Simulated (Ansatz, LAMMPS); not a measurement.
**Ge in place of Si at several sites of amorphous Si0.7Ge0.3 (120 atoms)**

Aim: make Ge in place of Si at several sites of amorphous Si0.7Ge0.3 (120 atoms), relax each, and compare their energies.

Calculated with Ansatz 0.2.0; Kohn-Sham DFT, PBE, PAW (set soft_2), plane waves.

## (1) The starting structure

The cell holds 120 atoms: 84 Si and 36 Ge. Cell: a = 13.770 Å, b = 13.770 Å, c = 13.770 Å, α = 90.0°, β = 90.0°, γ = 90.0°. 120 atoms (84 Si, 36 Ge) placed at random at 3.16 g/cm³, melted at 3500 K for 10 ps at fixed volume with the Tersoff potential (Tersoff, Phys. Rev. B 39, 5566 (1989)). Quenched from 3500 K to 700 K at 30 K/ps and fixed volume, held 5 ps, then minimised at fixed cell.

What the set-up can't give: The quench rate of 30 K/ps far exceeds what a furnace or splat quench reaches, so expect more defects and frozen-in strain than in a real sample. The network of bonds at the start is that of the classical potential that made the cell, and needn't be the one that DFT or experiment would give. The Brillouin zone is sampled at Γ only, in a cell whose shortest periodic width is 14 Å.

## (2) Single point at the start

The forces at the start show how far the geometry lies from a minimum of this functional.

input.yaml reads:

```yaml
crystal:
  lattice:
    - [13.7704, 0.0, 0.0]
    - [0.0, 13.7704, 0.0]
    - [0.0, 0.0, 13.7704]
  atoms:
    - { symbol: Si, position: [0.05453, 0.99024, 0.8669] }
    - { symbol: Si, position: [0.8206, 0.35062, 0.49745] }
    - { symbol: Si, position: [0.28681, 0.93604, 0.99205] }
    - { symbol: Si, position: [0.57568, 0.49871, 0.00953] }
    - { symbol: Si, position: [0.11395, 0.7668, 0.31196] }
    - { symbol: Si, position: [0.39453, 0.80701, 0.23299] }
    - { symbol: Si, position: [0.79742, 0.6096, 0.66827] }
    - { symbol: Si, position: [0.59475, 0.64174, 0.81831] }
    - { symbol: Si, position: [0.39476, 0.33071, 0.12464] }
    - { symbol: Si, position: [0.77474, 0.99572, 0.94819] }
    - { symbol: Si, position: [0.57478, 0.73165, 0.35605] }
    - { symbol: Si, position: [0.07029, 0.58068, 0.09918] }
    - { symbol: Si, position: [0.69948, 0.47392, 0.44733] }
    - { symbol: Si, position: [0.61767, 0.47204, 0.84732] }
    - { symbol: Si, position: [0.24771, 0.92747, 0.44703] }
    - { symbol: Si, position: [0.49417, 0.38127, 0.7687] }
    - { symbol: Si, position: [0.40837, 0.46259, 0.01841] }
    - { symbol: Si, position: [0.8941, 0.30031, 0.35029] }
    - { symbol: Si, position: [0.1932, 0.75691, 0.46554] }
    - { symbol: Si, position: [0.7514, 0.71645, 0.79013] }
    - { symbol: Si, position: [0.21972, 0.01771, 0.29319] }
    - { symbol: Si, position: [0.43996, 0.6254, 0.73888] }
    - { symbol: Si, position: [0.71642, 0.62652, 0.35173] }
    - { symbol: Si, position: [0.82577, 0.2947, 0.97556] }
    - { symbol: Si, position: [0.82534, 0.145, 0.87432] }
    - { symbol: Si, position: [0.84038, 0.17301, 0.11354] }
    - { symbol: Si, position: [0.48383, 0.12885, 0.30031] }
    - { symbol: Si, position: [0.22839, 0.85851, 0.22431] }
    - { symbol: Si, position: [0.87754, 0.87808, 0.02472] }
    - { symbol: Si, position: [0.3972, 0.99065, 0.50908] }
    - { symbol: Si, position: [0.43083, 0.73216, 0.6083] }
    - { symbol: Si, position: [0.87835, 0.74818, 0.91097] }
    - { symbol: Si, position: [0.2739, 0.22087, 0.06288] }
    - { symbol: Si, position: [0.78933, 0.19639, 0.58208] }
    - { symbol: Si, position: [0.29504, 0.54393, 0.7986] }
    - { symbol: Si, position: [0.24358, 0.14104, 0.629] }
    - { symbol: Si, position: [0.66628, 0.90772, 0.85483] }
    - { symbol: Si, position: [0.87599, 0.48223, 0.74558] }
    - { symbol: Si, position: [0.43605, 0.73366, 0.08608] }
    - { symbol: Si, position: [0.82382, 0.82203, 0.17973] }
    - { symbol: Si, position: [0.18322, 0.67681, 0.01798] }
    - { symbol: Si, position: [0.94111, 0.41608, 0.60368] }
    - { symbol: Si, position: [0.12244, 0.60743, 0.25853] }
    - { symbol: Si, position: [0.70983, 0.94761, 0.22358] }
    - { symbol: Si, position: [0.00552, 0.10943, 0.13225] }
    - { symbol: Si, position: [0.70835, 0.05925, 0.08839] }
    - { symbol: Si, position: [0.76273, 0.38311, 0.82574] }
    - { symbol: Si, position: [0.81132, 0.51368, 0.1213] }
    - { symbol: Si, position: [0.32814, 0.6029, 0.07724] }
    - { symbol: Si, position: [0.99244, 0.51822, 0.8676] }
    - { symbol: Si, position: [0.49905, 0.94779, 0.82445] }
    - { symbol: Si, position: [0.53372, 0.00648, 0.40794] }
    - { symbol: Si, position: [0.18497, 0.38612, 0.47158] }
    - { symbol: Si, position: [0.08951, 0.3663, 0.68561] }
    - { symbol: Si, position: [0.67274, 0.06423, 0.50474] }
    - { symbol: Si, position: [0.54914, 0.89345, 0.27405] }
    - { symbol: Si, position: [0.42825, 0.84729, 0.95283] }
    - { symbol: Si, position: [0.35315, 0.40043, 0.86929] }
    - { symbol: Si, position: [0.55528, 0.12281, 0.02856] }
    - { symbol: Si, position: [0.32996, 0.3893, 0.27292] }
    - { symbol: Si, position: [0.77484, 0.04137, 0.3578] }
    - { symbol: Si, position: [0.78252, 0.19421, 0.27707] }
    - { symbol: Si, position: [0.31606, 0.15673, 0.3442] }
    - { symbol: Si, position: [0.53975, 0.16312, 0.57873] }
    - { symbol: Si, position: [0.0293, 0.95971, 0.03619] }
    - { symbol: Si, position: [0.3306, 0.48386, 0.53523] }
    - { symbol: Si, position: [0.98678, 0.55052, 0.34408] }
    - { symbol: Si, position: [0.98464, 0.36659, 0.95054] }
    - { symbol: Si, position: [0.19852, 0.28605, 0.31868] }
    - { symbol: Si, position: [0.47809, 0.11297, 0.86077] }
    - { symbol: Si, position: [0.48297, 0.49174, 0.63614] }
    - { symbol: Si, position: [0.70026, 0.39047, 0.06172] }
    - { symbol: Si, position: [0.58829, 0.77106, 0.93166] }
    - { symbol: Si, position: [0.90532, 0.85978, 0.64913] }
    - { symbol: Si, position: [0.30638, 0.13545, 0.7999] }
    - { symbol: Si, position: [0.22425, 0.99307, 0.84697] }
    - { symbol: Si, position: [0.94448, 0.81716, 0.30954] }
    - { symbol: Si, position: [0.16424, 0.84529, 0.06551] }
    [... 36 atom lines left out ...]
    - { symbol: Ge, position: [0.57146, 0.3758, 0.38322] }
    - { symbol: Ge, position: [0.91634, 0.69978, 0.57313] }
    - { symbol: Ge, position: [0.43378, 0.90168, 0.66085] }
    - { symbol: Ge, position: [0.58645, 0.73672, 0.52836] }
    - { symbol: Ge, position: [0.10853, 0.23968, 0.56473] }
    - { symbol: Ge, position: [0.47512, 0.02936, 0.15726] }
kpoints:
  mp_grid: { grid: [1, 1, 1] }
hamiltonian:
  xc: pbe
scf:
  occupations: { method: fermi_dirac, width: 0.05 }
output:
  forces: true
```

Run with:

```
$ ansatz run input.yaml --threads 4 --pin off --max-ram 8192MiB --backend cpu --events-out ev --progress --plain --runs-dir out
```

Numbers of over 12 decimals in the logs are rounded to 6 here.

The program printed:

```text
[...]
Pseudopotentials: kind: paw
Pseudopotential: Si, paw, valence charge 4, recommended cutoff 420 eV (normal), Si.paw.azcp
Pseudopotential: Ge, paw, valence charge 14, recommended cutoff 420 eV (normal), Ge.paw.azcp
[... 5 lines on functional and potentials left out ...]
Crystal: 120 atoms, lattice volume = 2611.197 Å³
Basis set: ecut = 420 eV, 50883 PW (Γ), exchange–correlation on 192×192×192 points (8 copies of the dense FFT grid, shifted against one another)
Bands: 540, of which v1, the nominal top of the filled ones, is band 420 counted from 1 (419 counted from 0)
Symmetry: 1 space group operations
Space group: P1 (ITA 1), of the structure as read, at distance tolerance 1.4e-4 Å
k-points: 1
[... 5 lines on functional and potentials left out ...]
Initial density: superposition of atomic densities (neutral atoms: chi_scale 0, normalization atom), corrected by the library's trained network
Initial wavefunctions: pseudopotential atomic-orbital guess
[...]
SCF iter   1: F=—  HF=-207996.009501 eV  |F-HF|=—  |Δ(HF+E_count)|=         —  Δρ=3.35e-3  dr2=9.09e-1  ethr=1.77e-3  ⟨swp⟩=6.0  Hψ=2184  notcnv=0  defer=30
preconditioner: auto → LDOS  [metal: Δε(μ)=0.070 eV  Ē_g=7.554 eV  σ=0.050 eV  W_gap=0.33  n_scr=484 (ndim 8)  ℏωp=15.9 eV  f_vac=0.015  D(μ)=27.86/eV (n_scr^D=122)  β→1.0]
[...]
SCF iter   9: F=—  HF=-207995.871208 eV  |F-HF|=—  |Δ(HF+E_count)|=   1.15e-7  Δρ=2.68e-6  dr2=4.58e-7  ethr=3.52e-10  ⟨swp⟩=2.0  Hψ=629  notcnv=0  defer=80
SCF iter  10: F=-207995.871208 eV  HF=-207995.871208 eV  |F-HF|=4.38e-8  |Δ(HF+E_count)|=   6.93e-9  Δρ=1.09e-6  dr2=7.17e-8  ethr=1.19e-11  ⟨swp⟩=4.0  Hψ=1598  notcnv=0
SCF 1 converged in 10 iterations: F = -207995.871208 eV  dr2 = 7.17e-8
[...]
SCF converged after 10 iterations
Free energy (F): -207995.871208 eV
Harris-Foulkes:  -207995.871208 eV  (|F-HF|=4.38e-8)
Internal energy: -207995.625609 eV  (E = F + TS)
E sigma→0 (E₀):  -207995.748408 eV
Entropy (-TS):   -0.245600 eV (-2.047 meV/atom)
Fermi energy:    6.576705 eV
--- Per-component energies (eV) ---
[...]
Σ components = -207995.871208   (vs F -207995.871208, Δ=0.00e0)
--- Forces (eV/Å), atoms counted from 1 ---
  atom   1  Si     0.11028276    -0.06486771     0.31934687
  atom   2  Si     0.14661635    -0.01631976    -0.08174645
  atom   3  Si     0.08177734    -0.12927495    -0.00720138
  atom   4  Si     0.01827205    -0.08157562     0.15281344
[...]
atom 120  Ge     0.19690834     0.06063968    -0.69957247
  max |Σ_I F_I| component: 5.57e-5 eV/Å
```

It took 48 s on 4 threads of Arm Neoverse V1, shared host; peak memory 3.6 GiB.

The r.m.s. force at the start is 0.22 eV/Å.

## (3) Relaxation

With the cell held, the atoms are moved downhill towards a nearby minimum.

input.yaml reads:

```yaml
crystal:
  lattice:
    - [13.7704, 0.0, 0.0]
    - [0.0, 13.7704, 0.0]
    - [0.0, 0.0, 13.7704]
  atoms:
    [... the 120 atom lines of step 2 ...]
kpoints:
  mp_grid: { grid: [1, 1, 1] }
hamiltonian:
  xc: pbe
scf:
  occupations: { method: fermi_dirac, width: 0.05 }
output:
  forces: true
relax:
  f_tol: 0.05
  max_steps: 120
```

The program printed:

```text
[...]
Crystal: 120 atoms, lattice volume = 2611.197 Å³
Basis set: ecut = 420 eV, 50883 PW (Γ), exchange–correlation on 192×192×192 points (8 copies of the dense FFT grid, shifted against one another)
Bands: 540, of which v1, the nominal top of the filled ones, is band 420 counted from 1 (419 counted from 0)
Symmetry: 1 space group operations
[...]
k-points: 1
[...]
SCF iter   1: F=—  HF=-207996.009501 eV  |F-HF|=—  |Δ(HF+E_count)|=         —  Δρ=3.35e-3  dr2=9.09e-1  ethr=1.77e-3  ⟨swp⟩=6.0  Hψ=2184  notcnv=0  defer=30
[...]
SCF iter   7: F=-207995.871195 eV  HF=-207995.871209 eV  |F-HF|=1.37e-5  |Δ(HF+E_count)|=   1.65e-5  Δρ=1.64e-5  dr2=2.06e-5  ethr=7.44e-9  ⟨swp⟩=3.0  Hψ=1568  notcnv=0
SCF 1 converged in 7 iterations: F = -207995.871195 eV  dr2 = 2.06e-5
[...]
relax step   1: F+E_penalty+E_count = -207995.87119485 eV  Δ(F+E_penalty+E_count) = +0.000e0 eV  max|allowed force component| = 7.975e-1 eV/Å  Δτ_max = 0.0000 Å  (7 SCF iters, dr2 threshold 6.25e-5 eV, accepted)
[...]
relax step   2: F+E_penalty+E_count = -207997.29774443 eV  Δ(F+E_penalty+E_count) = -1.427e0 eV  max|allowed force component| = 5.096e-1 eV/Å  Δτ_max = 0.1973 Å  (7 SCF iters, dr2 threshold 3.97e-5 eV, accepted)
[...]
relax step   3: F+E_penalty+E_count = -207997.85177106 eV  Δ(F+E_penalty+E_count) = -5.540e-1 eV  max|allowed force component| = 5.037e-1 eV/Å  Δτ_max = 0.1955 Å  (7 SCF iters, dr2 threshold 1.62e-5 eV, accepted)
relax step   4: F+E_penalty+E_count = -207998.35224216 eV  Δ(F+E_penalty+E_count) = -5.005e-1 eV  max|allowed force component| = 5.020e-1 eV/Å  Δτ_max = 0.1962 Å  (6 SCF iters, dr2 threshold 1.00e-4 eV, accepted)
relax step   5: F+E_penalty+E_count = -207998.89220415 eV  Δ(F+E_penalty+E_count) = -5.400e-1 eV  max|allowed force component| = 5.922e-1 eV/Å  Δτ_max = 0.1957 Å  (6 SCF iters, dr2 threshold 1.00e-4 eV, accepted)
relax step   6: F+E_penalty+E_count = -207999.34584106 eV  Δ(F+E_penalty+E_count) = -4.536e-1 eV  max|allowed force component| = 4.690e-1 eV/Å  Δτ_max = 0.1954 Å  (6 SCF iters, dr2 threshold 1.00e-4 eV, accepted)
relax step   7: F+E_penalty+E_count = -207999.67626211 eV  Δ(F+E_penalty+E_count) = -3.304e-1 eV  max|allowed force component| = 2.780e-1 eV/Å  Δτ_max = 0.1927 Å  (6 SCF iters, dr2 threshold 1.00e-4 eV, accepted)
relax step   8: F+E_penalty+E_count = -207999.75729378 eV  Δ(F+E_penalty+E_count) = -8.103e-2 eV  max|allowed force component| = 4.421e-1 eV/Å  Δτ_max = 0.2000 Å  (7 SCF iters, dr2 threshold 2.72e-5 eV, accepted)
relax step   9: F+E_penalty+E_count = -207999.89205431 eV  Δ(F+E_penalty+E_count) = -1.348e-1 eV  max|allowed force component| = 1.538e-1 eV/Å  Δτ_max = 0.1603 Å  (6 SCF iters, dr2 threshold 6.87e-5 eV, accepted)
relax step  10: F+E_penalty+E_count = -207999.94910470 eV  Δ(F+E_penalty+E_count) = -5.705e-2 eV  max|allowed force component| = 6.070e-2 eV/Å  Δτ_max = 0.0530 Å  (6 SCF iters, dr2 threshold 2.86e-6 eV, accepted)
relax step  11: F+E_penalty+E_count = -207999.96251189 eV  Δ(F+E_penalty+E_count) = -1.341e-2 eV  max|allowed force component| = 5.347e-2 eV/Å  Δτ_max = 0.0376 Å  (8 SCF iters, accepted)
relax step  12: F+E_penalty+E_count = -207999.96892372 eV  Δ(F+E_penalty+E_count) = -6.412e-3 eV  max|allowed force component| = 5.468e-2 eV/Å  Δτ_max = 0.0374 Å  (8 SCF iters, accepted)
relax step  13: F+E_penalty+E_count = -207999.97619127 eV  Δ(F+E_penalty+E_count) = -7.268e-3 eV  max|allowed force component| = 5.549e-2 eV/Å  Δτ_max = 0.0790 Å  (9 SCF iters, accepted)
relax step  14: F+E_penalty+E_count = -207999.98373833 eV  Δ(F+E_penalty+E_count) = -7.547e-3 eV  max|allowed force component| = 7.628e-2 eV/Å  Δτ_max = 0.0871 Å  (7 SCF iters, dr2 threshold 3.08e-6 eV, accepted)
relax step  15: F+E_penalty+E_count = -208000.00209153 eV  Δ(F+E_penalty+E_count) = -1.835e-2 eV  max|allowed force component| = 3.181e-1 eV/Å  Δτ_max = 0.1970 Å  (7 SCF iters, dr2 threshold 5.82e-6 eV, accepted)
relax step  16: F+E_penalty+E_count = -208000.01333567 eV  Δ(F+E_penalty+E_count) = -1.124e-2 eV  max|allowed force component| = 8.046e-1 eV/Å  Δτ_max = 0.1913 Å  (6 SCF iters, dr2 threshold 1.00e-4 eV, accepted)
relax step  17: F+E_penalty+E_count = -208000.09623510 eV  Δ(F+E_penalty+E_count) = -8.290e-2 eV  max|allowed force component| = 2.405e-1 eV/Å  Δτ_max = 0.0786 Å  (5 SCF iters, dr2 threshold 1.00e-4 eV, accepted)
relax step  18: F+E_penalty+E_count = -208000.14880206 eV  Δ(F+E_penalty+E_count) = -5.257e-2 eV  max|allowed force component| = 4.119e-1 eV/Å  Δτ_max = 0.2000 Å  (7 SCF iters, dr2 threshold 5.17e-6 eV, accepted)
relax step  19: F+E_penalty+E_count = -208000.17932584 eV  Δ(F+E_penalty+E_count) = -3.052e-2 eV  max|allowed force component| = 1.960e-1 eV/Å  Δτ_max = 0.1093 Å  (6 SCF iters, dr2 threshold 1.52e-5 eV, accepted)
relax step  20: F+E_penalty+E_count = -208000.18908936 eV  Δ(F+E_penalty+E_count) = -9.764e-3 eV  max|allowed force component| = 3.002e-1 eV/Å  Δτ_max = 0.0767 Å  (7 SCF iters, dr2 threshold 8.70e-6 eV, accepted)
relax step  21: F+E_penalty+E_count = -208000.21492616 eV  Δ(F+E_penalty+E_count) = -2.584e-2 eV  max|allowed force component| = 1.394e-1 eV/Å  Δτ_max = 0.0628 Å  (5 SCF iters, dr2 threshold 2.04e-5 eV, accepted)
relax step  22: F+E_penalty+E_count = -208000.23396396 eV  Δ(F+E_penalty+E_count) = -1.904e-2 eV  max|allowed force component| = 1.326e-1 eV/Å  Δτ_max = 0.0718 Å  (6 SCF iters, dr2 threshold 4.20e-6 eV, accepted)
relax step  23: F+E_penalty+E_count = -208000.24454719 eV  Δ(F+E_penalty+E_count) = -1.058e-2 eV  max|allowed force component| = 7.444e-2 eV/Å  Δτ_max = 0.0607 Å  (6 SCF iters, dr2 threshold 3.80e-6 eV, accepted)
[...]
relax step  24: F+E_penalty+E_count = -208000.25017109 eV  Δ(F+E_penalty+E_count) = -5.624e-3 eV  max|allowed force component| = 4.436e-2 eV/Å  Δτ_max = 0.0266 Å  (8 SCF iters, accepted)
SCF converged after 8 iterations
Free energy (F): -208000.250171 eV
[...]
Internal energy: -208000.078413 eV  (E = F + TS)
E sigma→0 (E₀):  -208000.164292 eV
Entropy (-TS):   -0.171758 eV (-1.431 meV/atom)
Fermi energy:    6.535513 eV
[...]
--- Forces (eV/Å), atoms counted from 1 ---
  atom   1  Si    -0.00050422     0.00120780     0.00011737
  atom   2  Si     0.00137526     0.00445149     0.00187913
  atom   3  Si     0.00171000     0.00179831     0.00051462
  atom   4  Si     0.00834692    -0.01376309     0.00332292
  atom   5  Si     0.00024942     0.00120591    -0.00070668
  atom   6  Si     0.00110343    -0.00063068     0.00370962
  atom   7  Si     0.00108374    -0.00182227     0.00705847
  atom   8  Si    -0.00734073    -0.04435689    -0.01851127
  atom   9  Si     0.00208183    -0.00098168     0.00015582
  atom  10  Si    -0.00008447    -0.00321497    -0.00921628
  atom  11  Si     0.00211213    -0.00213796    -0.00097596
  atom  12  Si    -0.00375313     0.00220951    -0.00564178
  atom  13  Si     0.00293485    -0.00720258    -0.00876879
  atom  14  Si    -0.02214678     0.02482679     0.02825358
[...]
atom 119  Ge     0.00126733    -0.00152552    -0.00900308
  atom 120  Ge     0.00480813     0.00125908    -0.00617490
  max |Σ_I F_I| component: 6.55e-5 eV/Å
--- Relaxed structure (24 steps of the walk, 24 accepted, 0 SCFs on fresh bases) ---
  F+E_penalty+E_count = -208000.25017109 eV   max|allowed force component| = 4.436e-2 eV/Å
  atoms:
    - { symbol: Si, position: [0.056705, 0.995562, 0.872708] }
    - { symbol: Si, position: [0.834975, 0.354683, 0.501955] }
    - { symbol: Si, position: [0.278511, 0.942661, 0.991164] }
    - { symbol: Si, position: [0.559668, 0.518572, -0.00696444] }
[...]
- { symbol: Ge, position: [0.463740, 0.036681, 0.114535] }
```

It took 14 min on 4 threads; peak memory 3.6 GiB; 53 min of CPU time.

The relaxation converged after 24 steps, 4.38 eV below its start, with a largest force component of 0.044 eV/Å.

(Part 1 of 3 ends here.)

[Logs are printed without paths, hosts, clocks, repeated set-up lines and the standing remarks that a program may print on its own settings, such as how far it seeks lower states.]

[Hosts, paths, dates, database ids (printed as entryN), source tags and the programs' standing remarks are cut or masked in the printed files.]
